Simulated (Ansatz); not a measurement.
# H5C5NCl2 (P2_1/m) (156 atoms) under strain

How stiff is H5C5NCl2 (P2_1/m) (156 atoms), and how do its levels respond to strain?

Calculated with Ansatz 0.2.0; Kohn-Sham DFT, revPBE+D4, PAW (set soft_2), plane waves.

### 1. The structure

The cell holds 156 atoms: 60 H, 60 C, 12 N and 24 Cl. Its edges and angles: a = 13.541 Å, b = 15.850 Å, c = 8.898 Å, α = 90.0°, β = 99.2°, γ = 90.0°. It derives from H5C5NCl2 (P2_1/m), repeated 3×2×1. H5C5NCl2, space group P2_1/m, structure from the Crystallography Open Database, 3 x 2 x 1 conventional cells; every coordinate displaced by a Gaussian of 0.01 Å; bonds to H set to neutron lengths (C-H 1.089, N-H 1.015, O-H 0.983, B-H 1.19 Å) where the listed ones are shorter.

What the set-up can't give: The Brillouin zone is sampled at Γ only.

### 2. Single point at the start

A single point comes first, to see the forces before anything moves.

The input, input.yaml:

```yaml
crystal:
  lattice:
    - [13.5411, 0.0, 0.0]
    - [0.0, 15.85, 0.0]
    - [-1.41848, 0.0, 8.78421]
  atoms:
    - { symbol: H, position: [0.0756, 0.12551, 0.44716] }
    - { symbol: H, position: [0.25812, 0.37516, 0.55226] }
    - { symbol: H, position: [0.12082, 0.49275, 0.35572] }
    - { symbol: H, position: [0.21175, 0.24269, 0.64365] }
    - { symbol: H, position: [0.2109, 0.00788, 0.64366] }
    - { symbol: H, position: [0.12223, 0.25769, 0.35729] }
    - { symbol: H, position: [0.22474, 0.48936, 0.15023] }
    - { symbol: H, position: [0.10919, 0.23838, 0.8501] }
    - { symbol: H, position: [0.10891, 0.01066, 0.85153] }
    - { symbol: H, position: [0.22379, 0.25901, 0.14846] }
    - { symbol: C, position: [0.14554, 0.05032, 0.309] }
    - { symbol: C, position: [0.18949, 0.3008, 0.69174] }
    - { symbol: C, position: [0.18938, 0.44905, 0.69178] }
    - { symbol: C, position: [0.14401, 0.1987, 0.30763] }
    - { symbol: C, position: [0.20096, 0.0487, 0.19282] }
    - { symbol: C, position: [0.13381, 0.29903, 0.80491] }
    - { symbol: C, position: [0.13412, 0.4519, 0.80694] }
    - { symbol: C, position: [0.20155, 0.20141, 0.19255] }
    - { symbol: C, position: [0.22547, 0.12537, 0.13463] }
    - { symbol: C, position: [0.10627, 0.37472, 0.86431] }
    - { symbol: "N", position: [0.1175, 0.12525, 0.36249] }
    - { symbol: "N", position: [0.21712, 0.37426, 0.63821] }
    - { symbol: Cl, position: [0.29029, 0.12507, 0.98047] }
    - { symbol: Cl, position: [0.04391, 0.37508, 0.01983] }
    - { symbol: Cl, position: [0.00574, 0.12484, 0.62322] }
    - { symbol: Cl, position: [0.32855, 0.37517, 0.37755] }
    - { symbol: H, position: [0.07674, 0.62557, 0.44641] }
    - { symbol: H, position: [0.2581, 0.87579, 0.55383] }
    - { symbol: H, position: [0.12147, 0.99223, 0.35725] }
    - { symbol: H, position: [0.21163, 0.74224, 0.64302] }
    - { symbol: H, position: [0.2106, 0.50681, 0.64147] }
    - { symbol: H, position: [0.12183, 0.75692, 0.35762] }
    [... 118 atom lines left out ...]
    - { symbol: "N", position: [0.78261, 0.62463, 0.36078] }
    - { symbol: "N", position: [0.88309, 0.87649, 0.63918] }
    - { symbol: Cl, position: [0.95626, 0.62415, 0.97972] }
    - { symbol: Cl, position: [0.71107, 0.87509, 0.01955] }
    - { symbol: Cl, position: [0.67224, 0.62468, 0.62237] }
    - { symbol: Cl, position: [0.99357, 0.87558, 0.37543] }
kpoints:
  mp_grid: { grid: [1, 1, 1] }
hamiltonian:
  xc: revpbe
  dispersion: d4
scf:
  occupations: { method: fermi_dirac, width: 0.05 }
output:
  forces: true
```

The run is started by

```
$ ansatz run input.yaml --threads 4 --pin off --max-ram 8192MiB --backend cpu --events-out ev --progress --plain --runs-dir out
```

Numbers of over 12 decimals in the logs are rounded to 6 here.

The log of the run:

```text
Engine: ansatz 0.2.0, x86_64-unknown-linux-gnu
Pseudopotentials: kind: paw
Pseudopotential: H, paw, valence charge 1, recommended cutoff 420 eV (normal), H.paw.azcp
Pseudopotential: C, paw, valence charge 4, recommended cutoff 420 eV (normal), C.paw.azcp
Pseudopotential: N, paw, valence charge 5, recommended cutoff 420 eV (normal), N.paw.azcp
Pseudopotential: Cl, paw, valence charge 7, recommended cutoff 420 eV (normal), Cl.paw.azcp
Functional definition: revPBE
  parameter kappa = 1.245
  parameter beta = 0.066725
  exchange = pbe_x(kappa = kappa, mu = beta*pi^2/3)
  correlation = pbe_c(beta = beta)
Crystal: 156 atoms, lattice volume = 1885.324 Å³
Basis set: ecut = 420 eV, 36841 PW (Γ), exchange–correlation on 192×216×120 points (8 copies of the dense FFT grid, shifted against one another)
Bands: 420, of which v1, the nominal top of the filled ones, is band 264 counted from 1 (263 counted from 0)
Symmetry: 1 space group operations
Space group: P1 (ITA 1), of the structure as read, at distance tolerance 1.2e-4 Å
k-points: 1
Non-local potential: H, projectors of the file, l = 0: 2, l = 1: 1
Non-local potential: C, projectors of the file, l = 0: 2, l = 1: 2, l = 2: 1
Non-local potential: N, projectors of the file, l = 0: 2, l = 1: 2, l = 2: 1
Non-local potential: Cl, projectors of the file, l = 0: 2, l = 1: 2, l = 2: 2
PAW form: soft (Blöchl's): semilocal exchange-correlation on the pseudo side does not see the compensation charge
PAW frozen core: C, regenerated for the run's functional, and the local potential with it (the file was generated under x = pbe(κ = 0.804, μ = 0.219515), c = pbe(β = 0.066725))
PAW frozen core: N, regenerated for the run's functional, and the local potential with it (the file was generated under x = pbe(κ = 0.804, μ = 0.219515), c = pbe(β = 0.066725))
PAW frozen core: Cl, regenerated for the run's functional, and the local potential with it (the file was generated under x = pbe(κ = 0.804, μ = 0.219515), c = pbe(β = 0.066725))
PAW one-centre angular grid: H, 110 points (default); XC on 64 Gauss nodes
PAW one-centre angular grid: C, 110 points (default); XC on 64 Gauss nodes
PAW one-centre angular grid: N, 110 points (default); XC on 64 Gauss nodes
PAW one-centre angular grid: Cl, 110 points (default); XC on 64 Gauss nodes
Initial density: superposition of atomic densities (neutral atoms: chi_scale 0, normalization atom), corrected by the library's trained network
Initial wavefunctions: pseudopotential atomic-orbital guess
Functional: x = revpbe(κ = 1.245, μ = 0.219515), c = pbe(β = 0.066725)
SCF iter   1: F=—  HF=-46714.672883 eV  |F-HF|=—  |Δ(HF+E_count)|=         —  Δρ=5.22e-3  dr2=7.75e-1  ethr=1.77e-3  ⟨swp⟩=6.0  Hψ=1896  notcnv=0  defer=55
preconditioner: auto → Resta (q_TF=auto, 2.207 Å⁻¹)  ε∞=2.7  [insulator: Δε(μ)=2.871 eV  Ē_g=14.997 eV  σ=0.050 eV  W_gap=1.00  n_scr=346 (ndim 8)  ℏωp=19.7 eV  f_vac=0.066  D(μ)=0.00/eV (n_scr^D=0)  ε∞_Penn≈2.7]
SCF iter   2: F=—  HF=-46714.516849 eV  |F-HF|=—  |Δ(HF+E_count)|=   1.56e-1  Δρ=2.29e-3  dr2=9.04e-2  ethr=1.47e-4  ⟨swp⟩=3.0  Hψ=760  notcnv=0  defer=132
SCF iter   3: F=—  HF=-46714.521140 eV  |F-HF|=—  |Δ(HF+E_count)|=   4.29e-3  Δρ=9.65e-4  dr2=1.90e-2  ethr=1.71e-5  ⟨swp⟩=2.0  Hψ=433  notcnv=0  defer=19
automatic band count: iteration 3 solves 307 bands in place of 420: the levels show a gap, and the empty bands left out lie too high to hold charge; the band table lists the bands solved (type scf.n_extra_bands for more)
SCF iter   4: F=—  HF=-46714.524687 eV  |F-HF|=—  |Δ(HF+E_count)|=   3.55e-3  Δρ=3.59e-4  dr2=2.62e-3  ethr=3.59e-6  ⟨swp⟩=2.0  Hψ=538  notcnv=0  defer=19
SCF iter   5: F=—  HF=-46714.525366 eV  |F-HF|=—  |Δ(HF+E_count)|=   6.79e-4  Δρ=1.30e-4  dr2=3.15e-4  ethr=4.96e-7  ⟨swp⟩=2.0  Hψ=541  notcnv=0  defer=19
SCF iter   6: F=—  HF=-46714.525562 eV  |F-HF|=—  |Δ(HF+E_count)|=   1.96e-4  Δρ=4.68e-5  dr2=4.06e-5  ethr=5.96e-8  ⟨swp⟩=2.0  Hψ=524  notcnv=0  defer=19
SCF iter   7: F=—  HF=-46714.526069 eV  |F-HF|=—  |Δ(HF+E_count)|=   5.07e-4  Δρ=1.22e-5  dr2=2.87e-6  ethr=7.70e-9  ⟨swp⟩=2.0  Hψ=530  notcnv=0  defer=19
SCF iter   8: F=—  HF=-46714.526074 eV  |F-HF|=—  |Δ(HF+E_count)|=   4.85e-6  Δρ=4.33e-6  dr2=3.75e-7  ethr=5.43e-10  ⟨swp⟩=2.0  Hψ=530  notcnv=0  defer=19
SCF iter   9: F=-46714.526075 eV  HF=-46714.526075 eV  |F-HF|=3.20e-10  |Δ(HF+E_count)|=   6.02e-7  Δρ=2.18e-6  dr2=9.80e-8  ethr=1.89e-11  ⟨swp⟩=5.0  Hψ=1115  notcnv=0
SCF 1 converged in 9 iterations: F = -46714.526075 eV  dr2 = 9.80e-8
  greatest PAW one-centre occupation: 0.915 electrons in one spin orbital (limit 2), on the Cl atom at site 153 (counted from 0), in its partial waves of l = 0
SCF converged after 9 iterations
Free energy (F): -46714.526075 eV
Harris-Foulkes:  -46714.526075 eV  (|F-HF|=3.20e-10)
Internal energy: -46714.526075 eV  (E = F + TS)
E sigma→0 (E₀):  -46714.526075 eV
Fermi energy:    2.664560 eV
--- Per-component energies (eV) ---
  E_band       = -3185.600132
  E_kinetic    = 11729.173823
  E_local      = -27080.399795  (includes V_loc(G=0)·N_el)
  E_nonlocal   = 2955.261790
  E_hartree    = 8936.305680
  E_xc         = -6709.814234
  E_vxc        = -8079.127456  (∫ρ·V_xc dr)
  E_paw        = -23471.568064  (= ΣΔE_a)
  E_vpaw       = -583.040101  (= ΣTr[D̂ρ^β])
  E_aug_tail   = -0.076522  (compensation charges beyond the density's cutoff)
  E_ewald      = -13042.164606
  E_disp       = -29.630288  (pairwise vdW)
  E_core_change = -1.613860  (= ΣΔE_core)
  E_smearing   = -0.000000  (= −TS)
  E_closure    = 0.000000  (closes the sum)
  Σ components = -46714.526075   (vs F -46714.526075, Δ=0.00e0)
--- Forces (eV/Å), atoms counted from 1 ---
  atom   1  H     -1.17919933    -0.03318752     1.45872266
  atom   2  H      1.15933584    -0.06538003    -1.40459680
  atom   3  H     -0.33245070    -0.16244946     0.29069735
  atom   4  H      0.42548292    -0.20399370    -0.26998799
  atom   5  H      0.52155587    -0.02556115    -0.34492893
  atom   6  H     -0.27477187    -0.26440646     0.03395373
  atom   7  H     -0.28126338     0.31636843     0.30086276
  atom   8  H      0.41649607     0.68530866    -0.49055754
  atom   9  H      0.25824561    -0.39742810    -0.49209001
  atom  10  H      0.28906251     0.97933765    -0.19168412
  atom  11  C     -0.24373997    -0.10249085     0.32116675
  atom  12  C      0.48028046    -0.47378818    -0.75687780
  atom  13  C      0.21607216     0.01541867    -0.48589855
  atom  14  C      0.35167179     1.08731105     0.18980644
[...]
atom 155  Cl    -0.11715444     0.03259701     0.09547064
  atom 156  Cl     0.07359020    -0.03131202    -0.04256705
  max |Σ_I F_I| component: 1.81e-5 eV/Å
```

The job ended after 9.3 s (4 threads of Intel Xeon 6975P-C (Granite Rapids), shared host; peak memory 2.5 GiB).

The r.m.s. force at the start is 0.70 eV/Å.

### 3. Cell and atoms relaxed

The cell is relaxed with the atoms, since the starting lattice needn't suit this functional.

The input, input.yaml:

```yaml
crystal:
  lattice:
    - [13.5411, 0.0, 0.0]
    - [0.0, 15.85, 0.0]
    - [-1.41848, 0.0, 8.78421]
  atoms:
    [... the 156 atom lines of step 2 ...]
kpoints:
  mp_grid: { grid: [1, 1, 1] }
hamiltonian:
  xc: revpbe
  dispersion: d4
scf:
  occupations: { method: fermi_dirac, width: 0.05 }
output:
  forces: true
relax:
  f_tol: 0.05
  max_steps: 150
  cell: {}
```

The log of the run:

```text
[...]
Crystal: 156 atoms, lattice volume = 1885.324 Å³
Basis set: ecut = 420 eV, 36841 PW (Γ), exchange–correlation on 192×216×120 points (8 copies of the dense FFT grid, shifted against one another)
Bands: 420, of which v1, the nominal top of the filled ones, is band 264 counted from 1 (263 counted from 0)
Symmetry: 1 space group operations
[...]
k-points: 1
[...]
SCF iter   1: F=—  HF=-46714.672883 eV  |F-HF|=—  |Δ(HF+E_count)|=         —  Δρ=5.22e-3  dr2=7.75e-1  ethr=1.77e-3  ⟨swp⟩=6.0  Hψ=1896  notcnv=0  defer=55
[...]
SCF iter   8: F=—  HF=-46714.526074 eV  |F-HF|=—  |Δ(HF+E_count)|=   4.97e-6  Δρ=4.47e-6  dr2=4.07e-7  ethr=5.71e-10  ⟨swp⟩=2.0  Hψ=530  notcnv=0  defer=132
SCF iter   9: F=-46714.526075 eV  HF=-46714.526075 eV  |F-HF|=1.17e-8  |Δ(HF+E_count)|=   6.11e-7  Δρ=2.15e-6  dr2=9.65e-8  ethr=1.89e-11  ⟨swp⟩=4.0  Hψ=1191  notcnv=0
SCF 1 converged in 9 iterations: F = -46714.526075 eV  dr2 = 9.65e-8
[...]
relax step   1: F+E_penalty+E_count = -46714.52607454 eV  Δ(F+E_penalty+E_count) = +0.000e0 eV  max|allowed force component| = 2.452e0 eV/Å  Δτ_max = 0.0000 Å  P = +2.299 GPa  Ω = 1885.324 Å³  (9 SCF iters, dr2 threshold 1.00e-7 eV, accepted)
[... from here on, the SCF cycles and remarks between the steps are left out ...]
relax step   2: F+E_penalty+E_count = -46716.14803231 eV  Δ(F+E_penalty+E_count) = -1.622e0 eV  max|allowed force component| = 9.389e-1 eV/Å  Δτ_max = 0.1938 Å  P = +1.181 GPa  Ω = 1782.898 Å³  energy of the carried Pulay correction = +1.777e-1 eV  (8 SCF iters, dr2 threshold 1.56e-5 eV, accepted)
relax step   3: F+E_penalty+E_count = -46716.50399553 eV  Δ(F+E_penalty+E_count) = -3.560e-1 eV  max|allowed force component| = 4.648e-1 eV/Å  Δτ_max = 0.1903 Å  P = -0.038 GPa  Ω = 1861.429 Å³  energy of the carried Pulay correction = +4.058e-2 eV  (8 SCF iters, dr2 threshold 1.56e-5 eV, accepted)
relax step   4: F+E_penalty+E_count = -46716.40666324 eV  Δ(F+E_penalty+E_count) = +9.733e-2 eV  max|allowed force component| = 3.271e-1 eV/Å  Δτ_max = 0.1807 Å  P = -0.528 GPa  Ω = 1882.590 Å³  energy of the carried Pulay correction = +4.618e-3 eV  (8 SCF iters, dr2 threshold 1.35e-5 eV, rejected (line search))
relax step   5: F+E_penalty+E_count = -46716.69952872 eV  Δ(F+E_penalty+E_count) = -1.955e-1 eV  max|allowed force component| = 8.348e-2 eV/Å  Δτ_max = 0.0941 Å  P = +0.160 GPa  Ω = 1862.386 Å³  energy of the carried Pulay correction = +3.895e-2 eV  (12 SCF iters, accepted)
relax step   6: F+E_penalty+E_count = -46716.72543271 eV  Δ(F+E_penalty+E_count) = -2.590e-2 eV  max|allowed force component| = 2.362e-2 eV/Å  Δτ_max = 0.0379 Å  P = -0.016 GPa  Ω = 1868.048 Å³  energy of the carried Pulay correction = +2.929e-2 eV  (8 SCF iters, dr2 threshold 4.36e-7 eV, accepted)
relax step   7: F+E_penalty+E_count = -46716.73427563 eV  Δ(F+E_penalty+E_count) = -8.843e-3 eV  max|allowed force component| = 1.792e-2 eV/Å  Δτ_max = 0.0180 Å  P = +0.016 GPa  Ω = 1865.355 Å³  energy of the carried Pulay correction = +3.388e-2 eV  (9 SCF iters, dr2 threshold 7.74e-9 eV, accepted)
relax step   8: F+E_penalty+E_count = -46716.73954905 eV  Δ(F+E_penalty+E_count) = -5.273e-3 eV  max|allowed force component| = 1.617e-2 eV/Å  Δτ_max = 0.0137 Å  P = -0.005 GPa  Ω = 1862.992 Å³  energy of the carried Pulay correction = +3.792e-2 eV  (9 SCF iters, dr2 threshold 8.27e-9 eV, accepted)
relax step   9: F+E_penalty+E_count = -46716.70614775 eV  Δ(F+E_penalty+E_count) = +3.340e-2 eV  max|allowed force component| = 1.616e-2 eV/Å  Δτ_max = 0.0000 Å  P = -0.038 GPa  Ω = 1862.992 Å³  stress off target by 6.70e-2 GPa  SCF on the basis re-selected at this cell (its energy is not comparable with the rows above)  (6 SCF iters)
relax step  10: F+E_penalty+E_count = -46716.72316014 eV  Δ(F+E_penalty+E_count) = -1.701e-2 eV  max|allowed force component| = 1.192e-2 eV/Å  Δτ_max = 0.0079 Å  P = +0.006 GPa  Ω = 1854.311 Å³  energy of the carried Pulay correction = +1.511e-2 eV  (8 SCF iters, dr2 threshold 1.12e-8 eV, accepted)
relax step  11: F+E_penalty+E_count = -46716.72351392 eV  Δ(F+E_penalty+E_count) = -3.538e-4 eV  max|allowed force component| = 1.172e-2 eV/Å  Δτ_max = 0.0152 Å  P = +0.008 GPa  Ω = 1854.313 Å³  energy of the carried Pulay correction = +1.544e-2 eV  (9 SCF iters, accepted)
relax step  12: F+E_penalty+E_count = -46716.71282557 eV  Δ(F+E_penalty+E_count) = +1.069e-2 eV  max|allowed force component| = 1.165e-2 eV/Å  Δτ_max = 0.0000 Å  P = +0.003 GPa  Ω = 1854.313 Å³  stress off target by 2.12e-2 GPa  SCF on the basis re-selected at this cell (its energy is not comparable with the rows above)  (5 SCF iters)
[...]
SCF converged after 5 iterations
Free energy (F): -46716.712826 eV
[...]
Internal energy: -46716.712826 eV  (E = F + TS)
E sigma→0 (E₀):  -46716.712826 eV
Fermi energy:    2.742234 eV
[...]
Σ components = -46716.712826   (vs F -46716.712826, Δ=0.00e0)
--- Forces (eV/Å), atoms counted from 1 ---
  atom   1  H     -0.00144501     0.00020811     0.00357417
  atom   2  H      0.00229431    -0.00073667    -0.00284344
  atom   3  H      0.00028184    -0.00106516     0.00153794
  atom   4  H     -0.00058612    -0.00097991    -0.00202527
[...]
atom 156  Cl     0.00319400    -0.00431789    -0.00127979
  max |Σ_I F_I| component: 1.57e-6 eV/Å
--- Stress (GPa, compression-positive) ---
        0.017538       0.001669      -0.008698
        0.001669      -0.006643      -0.001858
       -0.008698      -0.001858      -0.000506
  P = ⅓ Tr σ = 0.0035 GPa (0.035 kbar)
--- Relaxed structure (10 steps of the walk, 9 accepted, 2 SCFs on fresh bases) ---
  F+E_penalty+E_count = -46716.71282557 eV   max|allowed force component| = 1.165e-2 eV/Å   (the final SCF, on the basis selected at the relaxed cell)
  cell:  # Å, volume = 1854.3128 Å³
    - [13.590000, -0.000266268, -0.185577]
    - [-0.000311669, 15.945748, 0.00142729]
    - [-1.543987, 0.000818908, 8.578027]
  atoms:
    - { symbol: H, position: [0.069987, 0.125078, 0.452138] }
    - { symbol: H, position: [0.263244, 0.374923, 0.547297] }
    - { symbol: H, position: [0.113572, 0.494455, 0.356497] }
    - { symbol: H, position: [0.219597, 0.244363, 0.643176] }
[...]
- { symbol: Cl, position: [0.997324, 0.875325, 0.377005] }
```

Elapsed: 2.2 min, on 4 threads; peak memory 2.6 GiB.

The relaxation converged after 10 steps, with a largest force component of 0.012 eV/Å.

(Part 1 of 3 ends here.)

[Logs are printed without paths, hosts, clocks, repeated set-up lines and the standing remarks that a program may print on its own settings, such as how far it seeks lower states.]

[Hosts, paths, dates, database ids (printed as entryN), source tags and the programs' standing remarks are cut or masked in the printed files.]
